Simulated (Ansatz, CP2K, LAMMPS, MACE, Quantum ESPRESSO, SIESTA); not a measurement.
# Structure and levels of amorphous 75HfO2-25SiO2 (mol %) (84 atoms) across programs

What does relaxation change in amorphous 75HfO2-25SiO2 (mol %) (84 atoms), and how far do other programs agree with plane waves on the relaxed cell?

All numbers are calculated, not measured.

## Step 1: Set-up

The cell holds 84 atoms (21 Hf, 7 Si and 56 O), with edges of 10.57, 10.57 and 10.57 Å. Recipe: 84 atoms (21 Zr, 7 Si, 56 O) placed at random at 4.23 g/cm³, melted at 5000 K for 10 ps at fixed volume with the Morse and Coulomb pair potential with partial charges (Pedone, Malavasi, Menziani, Cormack and Segre, J. Phys. Chem. B 110, 11780 (2006)). Quenched from 5000 K to 300 K at 50 K/ps and fixed volume, held 5 ps, then minimised at fixed cell. Then Zr was replaced by Hf (the potential has no terms for the new elements, so the cell is a start for a DFT relaxation). Then the atoms were relaxed with MACE MPA-0 medium in the fixed cell. Then the atoms were relaxed with CP2K double zeta, PBE.

## Step 2: The relaxation

CP2K double zeta (DZVP-MOLOPT-SR, GTH-PBE potentials, 480 Ry; k-points Γ) took 14 geometry steps and reached its thresholds. It started from the geometry that MACE MPA-0 medium had relaxed.

Wall time 13 min (4 MPI ranks of Intel Xeon Platinum 8488C (Sapphire Rapids), shared host); peak memory 3.4 GiB.

|  | before | after |
| --- | --- | --- |
| energy (meV/atom) | 0 | -3.5 |
| Hf-O bonds under 2.82 Å | 123 at 2.137 Å | 123 at 2.134 Å |
| Si-O bonds under 2.08 Å | 28 at 1.658 Å | 28 at 1.661 Å |

Atoms moved by 0.03 Å r.m.s. and 0.07 Å at most, with the common shift taken off.

## Step 3: Local order after relaxation

Density 6.81 g/cm³, 14.06 Å³ an atom.

g(r), total and by pair (bins of 0.2 Å):

| r (Å) | total | O-O | O-Hf | O-Si | Hf-Hf | Hf-Si | Si-Si |
| --- | --- | --- | --- | --- | --- | --- | --- |
| 1.60 | 1.31 | 0.00 | 0.00 | 11.85 | 0.00 | 0.00 | 0.00 |
| 1.80 | 0.12 | 0.00 | 0.23 | 0.40 | 0.00 | 0.00 | 0.00 |
| 2.00 | 1.82 | 0.00 | 5.48 | 0.00 | 0.00 | 0.00 | 0.00 |
| 2.20 | 1.47 | 0.00 | 4.42 | 0.00 | 0.00 | 0.00 | 0.00 |
| 2.40 | 0.30 | 0.15 | 0.70 | 0.00 | 0.00 | 0.00 | 0.00 |
| 2.60 | 0.91 | 2.00 | 0.06 | 0.00 | 0.00 | 0.00 | 0.00 |
| 2.80 | 1.11 | 2.48 | 0.05 | 0.00 | 0.00 | 0.00 | 0.00 |
| 3.00 | 1.09 | 2.08 | 0.22 | 0.00 | 0.23 | 0.73 | 6.29 |
| 3.20 | 0.89 | 1.48 | 0.24 | 0.35 | 1.01 | 0.91 | 1.97 |
| 3.40 | 1.10 | 1.03 | 0.55 | 1.14 | 2.98 | 3.56 | 0.00 |
| 3.60 | 0.74 | 0.53 | 0.55 | 1.10 | 1.96 | 1.72 | 0.00 |
| 3.80 | 0.96 | 0.54 | 0.80 | 2.15 | 2.69 | 1.12 | 0.00 |
| 4.00 | 0.98 | 0.67 | 1.20 | 1.06 | 2.29 | 0.39 | 1.25 |
| 4.20 | 1.09 | 0.89 | 1.33 | 1.77 | 0.36 | 0.55 | 2.23 |
| 4.40 | 0.92 | 0.86 | 1.08 | 1.37 | 0.33 | 0.17 | 0.00 |
| 4.60 | 1.04 | 0.51 | 1.87 | 1.19 | 0.21 | 0.76 | 2.69 |
| 4.80 | 1.12 | 1.03 | 1.38 | 0.83 | 0.46 | 1.92 | 0.00 |
| 5.00 | 1.06 | 1.04 | 1.25 | 0.67 | 0.51 | 1.42 | 1.50 |
| 5.20 | 1.16 | 1.46 | 1.04 | 0.53 | 0.87 | 1.07 | 0.71 |

Bonds by pair of elements; cutoffs follow the first minimum of g(r), held within bounds set by covalent radii, and pairs that aren't listed don't count as bonded:

| pair A-B | cutoff (Å) | bonds | mean length (Å) | spread (Å) | shortest (Å) | B about A | A about B |
| --- | --- | --- | --- | --- | --- | --- | --- |
| O-Hf | 2.82 | 123 | 2.13 | 0.146 | 1.87 | 2.20 | 5.86 |
| O-Si | 2.08 | 28 | 1.66 | 0.025 | 1.61 | 0.5 | 4 |

How many atoms have how many bonded neighbours:

| element | mean | 2 | 3 | 4 | 5 | 6 | 7 |
| --- | --- | --- | --- | --- | --- | --- | --- |
| Hf | 5.86 | 0 | 0 | 0 | 4 | 16 | 1 |
| O | 2.70 | 18 | 37 | 1 | 0 | 0 | 0 |
| Si | 4 | 0 | 0 | 7 | 0 | 0 | 0 |

Bond angles, per cent of each kind in bins of 5°:

| angle (°) | O-Hf-O | Hf-O-Hf | O-Si-O | Hf-O-Si |
| --- | --- | --- | --- | --- |
| 65–70 | 3.0 | 0.0 | 0.0 | 0.0 |
| 70–75 | 7.6 | 0.0 | 0.0 | 0.0 |
| 75–80 | 9.6 | 0.0 | 0.0 | 0.0 |
| 80–85 | 10.6 | 1.0 | 0.0 | 0.0 |
| 85–90 | 12.6 | 0.0 | 0.0 | 0.0 |
| 90–95 | 9.3 | 6.1 | 4.8 | 0.0 |
| 95–100 | 7.3 | 15.3 | 0.0 | 9.1 |
| 100–105 | 5.7 | 15.3 | 16.7 | 3.0 |
| 105–110 | 5.0 | 13.3 | 35.7 | 0.0 |
| 110–115 | 3.3 | 4.1 | 23.8 | 0.0 |
| 115–120 | 2.3 | 5.1 | 16.7 | 12.1 |
| 120–125 | 1.3 | 7.1 | 0.0 | 12.1 |
| 125–130 | 1.0 | 6.1 | 2.4 | 12.1 |
| 130–135 | 2.3 | 7.1 | 0.0 | 15.2 |
| 135–140 | 0.7 | 5.1 | 0.0 | 12.1 |
| 140–145 | 1.7 | 0.0 | 0.0 | 9.1 |
| 145–150 | 3.0 | 6.1 | 0.0 | 6.1 |
| 150–155 | 4.3 | 1.0 | 0.0 | 0.0 |
| 155–160 | 2.7 | 4.1 | 0.0 | 3.0 |
| 160–165 | 2.3 | 1.0 | 0.0 | 0.0 |
| 165–170 | 2.0 | 2.0 | 0.0 | 3.0 |
| 170–175 | 1.7 | 0.0 | 0.0 | 3.0 |
| 175–180 | 0.7 | 0.0 | 0.0 | 0.0 |

Bond angles (no mean is given where the spread exceeds 20°):

| angle | count | mean (°) | spread (°) |
| --- | --- | --- | --- |
| O-Hf-O | 301 | - | - |
| Hf-O-Hf | 98 | - | - |
| O-Si-O | 42 | 109 | 6.4 |
| Hf-O-Si | 33 | 130 | 17.3 |
| Si-O-Si | 4 | 135 | 4.4 |

Bond length by coordination (bonds to H left out):

| element | coordination | atoms | mean bond length (Å) |
| --- | --- | --- | --- |
| Hf | 5 | 4 | 2.06 |
| Hf | 6 | 16 | 2.15 |
| Hf | 7 | 1 | 2.19 |
| O | 2 | 18 | 1.83 |
| O | 3 | 37 | 2.11 |
| O | 4 | 1 | 2.25 |

By these cutoffs 76 % of Hf atoms have 6, 66 % of O atoms have 3 and all Si atoms have 4 bonded neighbours.

## Step 4: The plane-wave reference

Quantum ESPRESSO 7.5: Kohn-Sham DFT, PBE, SSSP efficiency 1.3.0 pseudopotentials, plane waves. Its input for the relaxed cell:

```
&control
  calculation = 'scf'
  pseudo_dir = './pseudo'
  outdir = './tmp'
  disk_io = 'none'
  tprnfor = .true.
  tstress = .true.
/
&system
  ibrav = 0
  nat = 84
  ntyp = 3
  ecutwfc = 60
  ecutrho = 480
  nosym = .true.
  occupations = 'smearing'
  smearing = 'fd'
  degauss = 0.003675
/
&electrons
  conv_thr = 4.2e-07
  electron_maxstep = 100
  mixing_beta = 0.4
  mixing_mode = 'plain'
  diagonalization = 'david'
/
ATOMIC_SPECIES
Hf 178.490 Hf.upf
Si 28.085 Si.upf
O 15.999 O.upf
CELL_PARAMETERS angstrom
10.57010 0.00000 0.00000
0.00000 10.57010 0.00000
0.00000 0.00000 10.57010
ATOMIC_POSITIONS crystal
Hf 0.68395 0.34424 0.77220
Hf 0.50925 0.20269 0.25457
Hf 0.72073 0.71523 0.60954
[... 79 atom lines left out ...]
O 0.02269 0.07021 0.68767
O 0.19438 0.21691 0.20380
K_POINTS gamma
```

Run time: 2.7 min. Hardware: 4 MPI ranks of Intel Xeon Platinum 8488C (Sapphire Rapids), shared host; peak memory 3.9 GiB.

## Step 5: Side by side

CPU times are from a shared host and are rough.

```
                level                    basis or training data  k-points  own r.m.s. force (meV/Å)  difference from the reference (meV/Å)  pressure (GPa)  Kohn-Sham gap (eV)  CPU time  memory (GiB)
              QE, PBE   plane waves, SSSP efficiency, 60/480 Ry         Γ                       140                                      -           -3.93                4.17    11 min           3.9
CP2K triple zeta, PBE     TZV2P-UZH, GTH-PBE potentials, 600 Ry         Γ                       112                                    100           -6.58                4.22    12 min           6.9
      SIESTA DZP, PBE  DZP orbitals, shift 0.01 Ry, mesh 400 Ry         Γ                       226                                    180           -2.07                3.97   4.2 min           1.9
    MACE MPA-0 medium        trained on PBE(+U) plane-wave data         -                       173                                     93           -4.00                   -     7.3 s           1.1
```

The gap is the spacing of the highest filled and lowest empty Kohn-Sham level on the mesh; a dash marks partly filled levels, a spacing under 0.15 eV or a method without such levels.

## Step 6: What came out

Relaxation in the fixed cell lowers the energy by 3 meV/atom at its own level and moves atoms by up to 0.07 Å. The reference finds an r.m.s. force of 140 meV/Å there and a pressure of -3.93 GPa, at a geometry that CP2K double zeta made. Forces differ from the reference's by 93 meV/Å (MACE MPA-0 medium), 100 meV/Å (CP2K triple zeta, PBE) and 180 meV/Å (SIESTA DZP, PBE).

CP2K double zeta is at its own minimum here, so the reference's force is itself a measure of how the two differ. Pressures lie -0.1 GPa (MACE MPA-0 medium), -2.7 GPa (CP2K triple zeta, PBE) and +1.9 GPa (SIESTA DZP, PBE) from the reference's. The highest filled and lowest empty levels lie 4.17 eV apart in the reference, against 4.22 eV in CP2K triple zeta, PBE and 3.97 eV in SIESTA DZP, PBE. By these cutoffs 76 % of Hf atoms have 6, 66 % of O atoms have 3 and all Si atoms have 4 bonded neighbours.

Caveats: The density was set by the recipe and held. One sample of a disordered cell; defect or tail levels can set the gap. Gaps are read on the mesh, which holds the band edges only if they fold onto it, and semilocal functionals tend to put them under measured ones. The quench rate of 50 K/ps is many orders above laboratory rates, so the cell is likely richer in defects and strain than a real sample. The reference samples only Γ, in a cell whose shortest periodic width is 11 Å. Spin–orbit coupling is left out, which matters for the levels of the heavy elements. The plane-wave runs aren't exact: their cutoffs and mesh weren't converged further here. SIESTA's automatically made basis is far from complete, and its potentials were converted by us (checked for H, C, O, Si, Ge and Ca alone). Where levels are smeared, the DFT runs use Fermi–Dirac occupations at 580 K (0.05 eV), and energies are free energies.

[Logs are printed without paths, hosts, clocks, repeated set-up lines and the standing remarks that a program may print on its own settings, such as how far it seeks lower states.]

[Hosts, paths, dates, database ids (printed as entryN), source tags and the programs' standing remarks are cut or masked in the printed files.]
